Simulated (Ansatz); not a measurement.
An input for Ansatz 0.2.0 (CsPbCl3 (Pm-3m)):

```yaml
crystal:
  lattice:
    - [5.605, 0.0, 0.0]
    - [0.0, 5.605, 0.0]
    - [0.0, 0.0, 5.605]
  atoms:
    - { symbol: Cs, position: [0.0, 0.0, 0.0] }
    - { symbol: Pb, position: [0.5, 0.5, 0.5] }
    - { symbol: Cl, position: [0.5, 0.5, 0.0] }
    - { symbol: Cl, position: [0.0, 0.5, 0.5] }
    - { symbol: Cl, position: [0.5, 0.0, 0.5] }
kpoints:
  mp_grid: { grid: [2, 2, 2] }
hamiltonian:
  xc: pbe
  pseudopotentials: { kind: paw, azcp: { folder: soft_1 } }
scf:
  occupations: { method: fixed }
gw:
  n_empty_bands: 2077
  ecut_chi: 100
  qp_bands: [v2, c2]
  qp_kpoints: band_edges
  screening: { model: contour_deformation }
```

```sh
ansatz run input.yaml --threads 2 --pin off --max-ram 92160MiB --backend cuda --events-out ev --progress --plain --runs-dir out --devices 1 --max-vram 13GiB
```

Q: How long will it take on 1 × NVIDIA H100 80GB HBM3 (shared by 6 runs) with 2 threads of AMD EPYC 7R13 (Zen 3), shared host, and how much memory?

It took 54 s; on shared hardware allow 27 s to 1.8 min. Peak host memory was 2.5 GiB. The sizes that set the cost: 3407 plane waves a state, 4 irreducible k points, 2099 bands summed, 389 plane waves in the screening and 7 SCF cycles.

The screening grows as filled bands × empty bands × pairs of k points, times the square of the screening basis for the matrix.

[Paths, hosts, dates, memory and timing lines, banners, echoed tables and standing remarks are left out of the program output.]

[Logs are printed without paths, hosts, clocks, repeated set-up lines and the standing remarks that a program may print on its own settings, such as how far it seeks lower states.]

[Runs of the session that timed out or met a known fault of the program may be left out.]

[Cells called generated may have been cut or substituted from an entry of the Crystallography Open Database or the Materials Project.]

[Hosts, paths, dates, database ids (printed as entryN), source tags and the programs' standing remarks are cut or masked in the printed files.]
